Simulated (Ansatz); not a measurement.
# O on W(110): change of the work function, part 2 of 3

How does O on the hollow site change the work function of W(110) as the layer fills?

Ansatz 0.2.0; plane-wave DFT, PBE, Ansatz PAW.

So far, work function, upper face (eV): step 2 (the clean slab) 4.84.

## Step 3: Adsorbate added, k-mesh 6×6×1, coverage 0.25 ML

System of this step: W16O (O/W(110)). The cell holds 17 atoms: 16 W and 1 O. Its edges and angles: a = 5.473 Å, b = 5.473 Å, c = 26.490 Å, α = 90.0°, β = 90.0°, γ = 70.5°. Vacuum lies along c.

The clean slab as it ended is repeated in the plane and the adsorbate is set on one face; the cell's size fixes the coverage, and the k-mesh shrinks with it to keep the sampling density about even. Adsorbate and upper layers relax, since the dipole depends on the height.

The input, input.yaml:

```yaml
crystal:
  lattice:
    - [4.468914857, -3.16, 0.0]
    - [4.468914857, 3.16, 0.0]
    - [0.0, 0.0, 26.4895793065]
  atoms:
    - { symbol: W, position: [0.0, 0.0, 0.3397562451] }
    - { symbol: W, position: [0.25, 0.25, 0.4241085636] }
    - { symbol: W, position: [0.0, 0.0, 0.5098907966] }
    - { symbol: W, position: [0.25, 0.25, 0.5926466932] }
    - { symbol: W, position: [0.0, 0.5, 0.3397562451] }
    - { symbol: W, position: [0.25, 0.75, 0.4241085636] }
    - { symbol: W, position: [0.0, 0.5, 0.5098907966] }
    - { symbol: W, position: [0.25, 0.75, 0.5926466932] }
    - { symbol: W, position: [0.5, 0.0, 0.3397562451] }
    - { symbol: W, position: [0.75, 0.25, 0.4241085636] }
    - { symbol: W, position: [0.5, 0.0, 0.5098907966] }
    - { symbol: W, position: [0.75, 0.25, 0.5926466932] }
    - { symbol: W, position: [0.5, 0.5, 0.3397562451] }
    - { symbol: W, position: [0.75, 0.75, 0.4241085636] }
    - { symbol: W, position: [0.5, 0.5, 0.5098907966] }
    - { symbol: W, position: [0.75, 0.75, 0.5926466932] }
    - { symbol: O, position: [0.42, 0.42, 0.6602437549] }
kpoints:
  mp_grid: { grid: [6, 6, 1] }
hamiltonian:
  xc: pbe
scf:
  occupations: { method: fermi_dirac, width: 0.1 }
  convergence: { dr2_threshold: 1.0e-08 }
efield:
  axis: 3
  dipole_correction: true
  ramp_position: 0.97
  ramp_width: 0.06
relax:
  f_tol: 0.02
  max_steps: 60
  constraints: [{ sites: [0, 1, 4, 5, 8, 9, 12, 13] }]
output:
  dos: { projected: true, e_range: [-8, 4] }
  write_potential: true
  write_density: true
  volumetric_format: npy
  elf: true
```

Started as:

```bash
$ ansatz run input.yaml --threads 4 --pin off --max-ram 6144MiB --backend cpu --events-out ev --progress --plain --runs-dir out
```

Numbers of over 12 decimals in the logs are rounded to 6 here.

The log of the run:

```text
[...]
Crystal: 17 atoms, lattice volume = 748.160 Å³
Basis set: ecut = 420 eV, 14593 PW (Γ), exchange–correlation on 80×80×360 points (8 copies of the dense FFT grid, shifted against one another)
Bands: 138, of which v1, the nominal top of the filled ones, is band 115 counted from 1 (114 counted from 0)
Symmetry: 2 space group operations
[...]
k-points: 13 of 36 (time reversal used)
[...]
SCF iter   1: F=—  HF=-166713.466995 eV  |F-HF|=—  |Δ(HF+E_count)|=         —  Δρ=9.15e-3  dr2=7.50e0  ethr=1.77e-3  p=-0.166 e·Å  D=-4.02e-2 V/Å  ΔV_dip=1.07 eV  dr2_dipole=3.99e-3  V_vac-E_F(+/−)=6.11/5.04 eV  ⟨swp⟩=9.4  Hψ=8980  notcnv=0
[...]
SCF iter  10: F=-166713.128668 eV  HF=-166713.128668 eV  |F-HF|=2.21e-8  |Δ(HF+E_count)|=   4.03e-8  Δρ=5.58e-7  dr2=4.33e-9  ethr=4.35e-12  p=-0.163 e·Å  D=-3.93e-2 V/Å  ΔV_dip=1.04 eV  dr2_dipole=1.14e-10  V_vac-E_F(+/−)=5.96/4.92 eV  ⟨swp⟩=12.6  Hψ=14303  notcnv=0
SCF 1 converged in 10 iterations: F = -166713.128668 eV  dr2 = 4.33e-9
[...]
relax step   1: F+E_penalty+E_count = -166713.12866814 eV  Δ(F+E_penalty+E_count) = +0.000e0 eV  max|allowed force component| = 4.801e0 eV/Å  Δτ_max = 0.0000 Å  (10 SCF iters, accepted)
[...]
SCF iter   9: F=-166714.245179 eV  HF=-166714.245179 eV  |F-HF|=4.27e-8  |Δ(HF+E_count)|=   1.91e-7  Δρ=8.69e-7  dr2=9.19e-9  ethr=4.35e-12  p=-0.084 e·Å  D=-2.04e-2 V/Å  ΔV_dip=0.54 eV  dr2_dipole=2.78e-10  V_vac-E_F(+/−)=5.46/4.92 eV  ⟨swp⟩=10.9  Hψ=15854  notcnv=0
SCF 2 converged in 9 iterations: F = -166714.245179 eV  dr2 = 9.19e-9
relax step   2: F+E_penalty+E_count = -166714.24517868 eV  Δ(F+E_penalty+E_count) = -1.117e0 eV  max|allowed force component| = 3.548e0 eV/Å  Δτ_max = 0.1949 Å  (9 SCF iters, accepted)
SCF iter   1: F=—  HF=-166714.862004 eV  |F-HF|=—  |Δ(HF+E_count)|=         —  Δρ=6.25e-3  dr2=2.00e-1  ethr=1.27e-3  p=-0.084 e·Å  D=-2.04e-2 V/Å  ΔV_dip=0.54 eV  dr2_dipole=8.21e-3  V_vac-E_F(+/−)=5.46/4.92 eV  ⟨swp⟩=5.4  Hψ=4322  notcnv=0
[...]
SCF iter  10: F=-166714.799148 eV  HF=-166714.799148 eV  |F-HF|=6.34e-9  |Δ(HF+E_count)|=   6.17e-9  Δρ=2.49e-7  dr2=1.10e-9  ethr=4.35e-12  p=-0.019 e·Å  D=-4.62e-3 V/Å  ΔV_dip=0.12 eV  dr2_dipole=1.35e-10  V_vac-E_F(+/−)=5.04/4.92 eV  ⟨swp⟩=12.1  Hψ=13336  notcnv=0
SCF 3 converged in 10 iterations: F = -166714.799148 eV  dr2 = 1.10e-9
relax step   3: F+E_penalty+E_count = -166714.79914783 eV  Δ(F+E_penalty+E_count) = -5.540e-1 eV  max|allowed force component| = 1.207e0 eV/Å  Δτ_max = 0.1949 Å  (10 SCF iters, accepted)
[...]
relax step   4: F+E_penalty+E_count = -166714.94126745 eV  Δ(F+E_penalty+E_count) = -1.421e-1 eV  max|allowed force component| = 3.638e-1 eV/Å  Δτ_max = 0.2000 Å  (10 SCF iters, accepted)
[...]
relax step   5: F+E_penalty+E_count = -166714.95033422 eV  Δ(F+E_penalty+E_count) = -9.067e-3 eV  max|allowed force component| = 1.292e-1 eV/Å  Δτ_max = 0.0458 Å  (9 SCF iters, accepted)
[...]
relax step   6: F+E_penalty+E_count = -166714.95140021 eV  Δ(F+E_penalty+E_count) = -1.066e-3 eV  max|allowed force component| = 1.238e-1 eV/Å  Δτ_max = 0.0280 Å  (8 SCF iters, accepted)
SCF iter   1: F=—  HF=-166714.954077 eV  |F-HF|=—  |Δ(HF+E_count)|=         —  Δρ=5.73e-4  dr2=3.45e-3  ethr=1.73e-5  p=0.021 e·Å  D=5.07e-3 V/Å  ΔV_dip=-0.13 eV  dr2_dipole=6.59e-4  V_vac-E_F(+/−)=4.78/4.92 eV  ⟨swp⟩=2.5  Hψ=3035  notcnv=0
[...]
SCF iter   7: F=-166714.953715 eV  HF=-166714.953715 eV  |F-HF|=2.95e-8  |Δ(HF+E_count)|=   1.26e-7  Δρ=7.12e-7  dr2=5.66e-9  ethr=4.35e-12  p=0.019 e·Å  D=4.54e-3 V/Å  ΔV_dip=-0.12 eV  dr2_dipole=2.13e-10  V_vac-E_F(+/−)=4.80/4.92 eV  ⟨swp⟩=10.4  Hψ=15209  notcnv=0
SCF 7 converged in 7 iterations: F = -166714.953715 eV  dr2 = 5.66e-9
relax step   7: F+E_penalty+E_count = -166714.95371510 eV  Δ(F+E_penalty+E_count) = -2.315e-3 eV  max|allowed force component| = 1.614e-2 eV/Å  Δτ_max = 0.0131 Å  (7 SCF iters, accepted)
NSCF: frozen V_eff on 13 k-points
[...]
WARN: The input density's exchange-correlation potential varies sharply where the density is thin. Do not read a vacuum level from v_tot or v_xc, or from such a field of the output density. On a cell that repeats whose density bears no net charge and no dipole along the vacuum's axis use v_es (v_loc + v_h of the components); under efield.dipole_correction with no amplitude use v_es + v_field, which holds any external [...]
SCF converged after 7 iterations
Free energy (F): -166714.953715 eV
[...]
Internal energy: -166714.576785 eV  (E = F + TS)
E sigma→0 (E₀):  -166714.765250 eV
Entropy (-TS):   -0.376930 eV (-22.172 meV/atom)
Fermi energy:    4.671561 eV
Dipole field:    D = 0.004547 V/Å  (p = 0.018802 e·Å, saw-weighted, corrected)
Work function:   Φ+ = 4.7970 eV   Φ− = 4.9174 eV
[...]
--- Forces (eV/Å), atoms counted from 1 ---
  atom   1  W     -0.00383489     0.00000000     0.39396562
  atom   2  W      0.17064109     0.00000000    -0.44181295
  atom   3  W     -0.00158632     0.00000000     0.00887264
  atom   4  W     -0.00874582     0.00000000    -0.01613695
  atom   5  W     -0.01912286    -0.00064224     0.40045502
  atom   6  W     -0.02100093     0.03873161    -0.27480943
  atom   7  W      0.00389310     0.00525312    -0.00192540
  atom   8  W      0.00594125     0.00884301    -0.00150606
  atom   9  W     -0.01912286     0.00064224     0.40045502
  atom  10  W     -0.02100093    -0.03873161    -0.27480943
  atom  11  W      0.00389310    -0.00525312    -0.00192540
  atom  12  W      0.00594125    -0.00884301    -0.00150606
  atom  13  W      0.02154105     0.00000000     0.24628333
  atom  14  W     -0.10449008     0.00000000    -0.45001879
  atom  15  W     -0.00121500     0.00000000     0.00658968
  atom  16  W     -0.01402720     0.00000000     0.00111508
  atom  17  O      0.00231065     0.00000000     0.00669691
  max |Σ_I F_I| component: 1.72e-5 eV/Å
--- Band table (eV; the first three rows and the last of 13) ---
  k-point 0: bands = [... 111 lower, 5.2791, 5.2942, 5.3984, 5.4131, 5.4408, 5.5233, 5.7404, 5.9860, ... 19 higher]
  k-point 1: bands = [... 111 lower, 4.7088, 4.8128, 4.9276, 4.9739, 5.2255, 5.7248, 5.7969, 5.8628, ... 19 higher]
  k-point 2: bands = [... 111 lower, 3.8531, 4.1425, 4.4556, 4.7165, 4.8616, 4.9783, 5.2151, 5.4133, ... 19 higher]
  k-point 12: bands = [... 111 lower, 3.8331, 3.8679, 3.9965, 4.1149, 4.1907, 4.2456, 4.2846, 4.4192, ... 19 higher]
--- Relaxed structure (7 steps of the walk, 7 accepted, 0 SCFs on fresh bases) ---
  F+E_penalty+E_count = -166714.95371510 eV   max|allowed force component| = 1.614e-2 eV/Å
  atoms:
    - { symbol: W, position: [0.0, 0.0, 0.339756] }
    - { symbol: W, position: [0.250000, 0.250000, 0.4241085636] }
    - { symbol: W, position: [0.0022707, 0.0022707, 0.508649] }
    - { symbol: W, position: [0.244809, 0.244809, 0.593504] }
    - { symbol: W, position: [0.0, 0.500000, 0.339756] }
    - { symbol: W, position: [0.250000, 0.750000, 0.4241085636] }
    - { symbol: W, position: [0.00159783, 0.499952, 0.510298] }
    - { symbol: W, position: [0.252231, 0.753581, 0.594956] }
    - { symbol: W, position: [0.500000, 0.0, 0.339756] }
    - { symbol: W, position: [0.750000, 0.250000, 0.4241085636] }
    - { symbol: W, position: [0.499952, 0.00159783, 0.510298] }
    - { symbol: W, position: [0.753581, 0.252231, 0.594956] }
    - { symbol: W, position: [0.500000, 0.500000, 0.339756] }
    - { symbol: W, position: [0.750000, 0.750000, 0.4241085636] }
    - { symbol: W, position: [0.500698, 0.500698, 0.510135] }
    - { symbol: W, position: [0.763684, 0.763684, 0.590451] }
    - { symbol: O, position: [0.437749, 0.437749, 0.639293] }
```

Run time: 5.4 min. Hardware: 4 threads of Arm Neoverse V1, shared host; peak memory 2.9 GiB; 21 min of CPU time.

Step by step:

| step | energy less that of the first step (eV) | largest force component (eV/Å) |
| --- | --- | --- |
| 1 | 0.0000 | 4.8012 |
| 2 | -1.1165 | 3.5478 |
| 3 | -1.6705 | 1.2068 |
| 4 | -1.8126 | 0.3638 |
| 5 | -1.8217 | 0.1292 |
| 6 | -1.8227 | 0.1238 |
| 7 | -1.8250 | 0.0161 |

Forces are held to the 2 operations that the run works with; a distortion that breaks them can't arise in this run.

The atoms that moved most (Å):

| atom | dx | dy | dz | length |
| --- | --- | --- | --- | --- |
| O17 | 0.159 | 0.000 | -0.555 | 0.577 |
| W16 | 0.122 | 0.000 | -0.058 | 0.135 |
| W8 | 0.026 | 0.004 | 0.061 | 0.067 |
| W12 | 0.026 | -0.004 | 0.061 | 0.067 |
| W4 | -0.046 | 0.000 | 0.023 | 0.052 |
| W3 | 0.020 | 0.000 | -0.033 | 0.039 |
| W11 | 0.007 | 0.005 | 0.011 | 0.014 |
| W7 | 0.007 | -0.005 | 0.011 | 0.014 |

Final coordinates:

```xyz
17
Lattice="4.4689 -3.1600 0.0000 4.4689 3.1600 0.0000 0.0000 0.0000 26.4896" Properties=species:S:1:pos:R:3
W     0.0000    0.0000    9.0000
W     2.2345    0.0000   11.2345
W     0.0203    0.0000   13.4739
W     2.1881    0.0000   15.7217
W     2.2345    1.5800    9.0000
W     4.4689    1.5800   11.2345
W     2.2414    1.5748   13.5176
W     4.4949    1.5843   15.7601
W     2.2345   -1.5800    9.0000
W     4.4689   -1.5800   11.2345
W     2.2414   -1.5748   13.5176
W     4.4949   -1.5843   15.7601
W     4.4689    0.0000    9.0000
W     6.7034    0.0000   11.2345
W     4.4752    0.0000   13.5133
W     6.8257    0.0000   15.6408
O     3.9125    0.0000   16.9346
```

Numbers from this step:

```yaml
energy_at_zero_smearing: -166714.7653 eV
work_function_upper_face: 4.797 eV
work_function_lower_face: 4.917 eV
dipole_along_the_normal: 0.01880 e·Å
step_between_the_vacuum_levels: -0.1205 eV
```

Running mean over 2.234 Å of the planar mean; the ramp of the sawtooth is left out. Electron's electrostatic potential energy less the Fermi level against z:

| z (Å) | electron's electrostatic potential energy less the Fermi level (eV) |
| --- | --- |
| 3.5 | 4.92 |
| 4.0 | 4.92 |
| 4.5 | 4.91 |
| 5.0 | 4.90 |
| 5.5 | 4.87 |
| 6.0 | 4.77 |
| 6.5 | 4.43 |
| 7.0 | 3.28 |
| 7.5 | -0.111 |
| 8.0 | -5.75 |
| 8.5 | -10.5 |
| 9.0 | -12.2 |
| 9.5 | -12.5 |
| 10.0 | -12.6 |
| 10.5 | -12.7 |
| 11.0 | -12.7 |
| 11.5 | -12.7 |
| 12.0 | -12.4 |
| 12.5 | -12.4 |
| 13.0 | -12.6 |
| 13.5 | -12.7 |
| 14.0 | -12.8 |
| 14.5 | -12.9 |
| 15.0 | -12.8 |
| 15.5 | -12.8 |
| 16.0 | -12.5 |
| 16.5 | -9.37 |
| 17.0 | -3.70 |
| 17.5 | 1.06 |
| 18.0 | 3.40 |
| 18.5 | 4.45 |
| 19.0 | 4.73 |
| 19.5 | 4.78 |
| 20.0 | 4.79 |
| 20.5 | 4.80 |
| 21.0 | 4.80 |
| 21.5 | 4.80 |
| 22.0 | 4.80 |
| 22.5 | 4.80 |
| 23.0 | 4.80 |

The density of states has structure finer than the step of the table below, so its rows give means over 0.25 eV, whole bins alone (the curve runs from -8 to 1.89 eV). Peaks (eV: height): -3.100: 25.6, -2.920: 31.4, -2.830: 25.6, -2.740: 28.0, -2.440: 27.8, -2.020: 32.4, -1.470: 24.3.

Table of density of states by energy, zero at the Fermi level; means over each step:

| energy (eV) | density of states (states/eV a cell) |
| --- | --- |
| -7.75 | 1.13 |
| -7.50 | 2.24 |
| -7.25 | 2.47 |
| -7.00 | 3.44 |
| -6.75 | 2.91 |
| -6.50 | 8.31 |
| -6.25 | 10.3 |
| -6.00 | 8.29 |
| -5.75 | 9.71 |
| -5.50 | 11.4 |
| -5.25 | 11.4 |
| -5.00 | 12.2 |
| -4.75 | 12.2 |
| -4.50 | 17.7 |
| -4.25 | 13.3 |
| -4.00 | 12.1 |
| -3.75 | 10.0 |
| -3.50 | 12.1 |
| -3.25 | 21.1 |
| -3.00 | 22.5 |
| -2.75 | 22.6 |
| -2.50 | 20.4 |
| -2.25 | 19.0 |
| -2.00 | 22.9 |
| -1.75 | 20.1 |
| -1.50 | 21.0 |
| -1.25 | 14.4 |
| -1.00 | 13.4 |
| -0.75 | 9.52 |
| -0.50 | 10.5 |
| -0.25 | 11.0 |
| 0.00 | 11.0 |
| 0.25 | 12.6 |
| 0.50 | 13.0 |
| 0.75 | 13.9 |
| 1.00 | 16.7 |
| 1.25 | 18.0 |
| 1.50 | 19.8 |
| 1.75 | 19.5 |

Projected DOS per atom over height of the atomic layer and energy from the Fermi level. Layers: W4 W4 W4 W4 O from below.

Ten even steps from '0' (0.03 states/eV) to '9' (2.82 states/eV), each cell a mean:
```
34430
33330
32230
31120
21120
31120
41130
52240
53340
44340
45440
24530
12221
22221
34311
13311
12213
01119
00129
00002
00000
00000
```
Columns: height of the atomic layer (Å) from 9 to 16.9 (not evenly spaced); rows upwards: energy from the Fermi level (eV) from -7.96 to 1.84.

Electrostatic potential energy in the ca plane at fractional y = 0.000, with atoms of W within 0.2 Å of it. With pseudopotentials it is smooth inside the atoms' cores, unlike the true potential.

Values in eV, 8 rows by 16 columns, each cell a mean:
```
-38 -31   3   4 -16 -46  -4   4   7   9   9   9   9  10  10  10
 -3  -1   3   2   2  -5   4   1   5   9   9   9   9  10  10  10
-11  -8   3   2  -1 -16   1   1   6   9   9   9   9  10  10  10
-45 -37   3   4 -18 -54  -9   4   7   9   9   9   9  10  10  10
-38 -31   3   4 -14 -47  -6   4   7   9   9   9   9  10  10  10
 -3  -1   3   2   2  -6   3   1   5   9   9   9   9  10  10  10
-11  -8   3   2  -2 -17   2   2   6   9   9   9   9  10  10  10
-45 -37   3   4 -21 -54  -7   5   7   9   9   9   9  10  10  10
```
Columns run along c (16.0 Å, from fractional 0.32 to 0.92 of the cell; values clipped at the 3rd and 97th percentile), rows up along a (5.5 Å). Atoms in or near the plane, at fractional coordinates: W at (0.34, 0.00), W at (0.51, 0.00), W at (0.34, 0.50), W at (0.51, 0.50).

ELF in the ca plane at fractional y = 0.000, with atoms of W within 0.2 Å of it. It is the smooth field of the valence electrons, not physical close to the nuclei.

Ten even steps from '0' (0.00) to '9' (0.67), each cell a mean:
```
89587476556469688456666765310000000000000000
48984465456537984366567765310000000000000000
45544665556644544566667775310000000000000000
66555665556765545665567764210000000000000000
45544665556644544565556763100000000000000000
48984465456537995455456653100000000000000000
89587466556459679456556653100000000000000000
98168476566469249556567764200000000000000000
69996465456449997356557775310000000000000000
36763565456534764466557776310000000000000000
65545665556765545676667776420000000000000000
65545665556754545676677775321000000000000000
36763565456535864466667765310000000000000000
69996465456449997366666665310000000000000000
98168476566479259457666664310000000000000000
```
Columns run along c (16.0 Å, from fractional 0.32 to 0.92 of the cell), rows up along a (5.5 Å). Atoms in or near the plane, at fractional coordinates: W at (0.34, 0.00), W at (0.51, 0.00), W at (0.34, 0.50), W at (0.51, 0.50).

Valence density in the ca plane at fractional y = 0.000, with atoms of W within 0.2 Å of it. It is the smooth field of the valence electrons, not physical close to the nuclei.

Ten even steps from '0' (0.0 e/Å³) to '9' (5.1 e/Å³), each cell a mean:
```
39994100000028995100000000000000000000000000
14641000000013542000000000000000000000000000
01110000000001110000000000000000000000000000
00000000000000000000000000000000000000000000
01110000000001110000000000000000000000000000
14641000000013652000000000000000000000000000
39994100000027996100000000000000000000000000
49894100000028997100000000000000000000000000
27972000000015884100000000000000000000000000
02321000000001321000000000000000000000000000
00100000000000100000000000000000000000000000
00100000000000100000000000000000000000000000
02321000000002331000000000000000000000000000
27972000000016984100000000000000000000000000
49894100000039896100000000000000000000000000
```
Columns run along c (16.0 Å, from fractional 0.32 to 0.92 of the cell), rows up along a (5.5 Å). Atoms in or near the plane, at fractional coordinates: W at (0.34, 0.00), W at (0.51, 0.00), W at (0.34, 0.50), W at (0.51, 0.50).

The relaxation took 7 steps and lowered the energy by 1.8 eV; the largest force on the free atoms ends at 0.016 eV/Å.

By hand: a sheet of dipoles makes a step −p/(ε₀A) in the electron's potential. With e/ε₀ = 180.95 V·Å, p = 0.01880 e·Å and A = 28.24 Å², that is −180.95 × (0.01880) / 28.24 = -0.120 eV, and the two vacuum levels of the run differ by -0.120 eV.

The covered face has 4.80 eV, -0.05 eV against the clean one; the bare back face has moved by +0.02 eV, a measure of how thin the slab is.

[end of part 2 of 3]

[Logs are printed without paths, hosts, clocks, repeated set-up lines and the standing remarks that a program may print on its own settings, such as how far it seeks lower states.]

[Hosts, paths, dates, database ids (printed as entryN), source tags and the programs' standing remarks are cut or masked in the printed files.]

[Maps of the electrostatic potential energy from Ansatz leave out the sawtooth potential of an applied field or a dipole correction, so their vacuum need not be flat; planar profiles and work functions include it.]

[The density of states shown here was stored with 400 of the rows of the run's finer table, so its peaks can read low, often by over a quarter, or be missed, and its means over a window can be off by a tenth or more.]
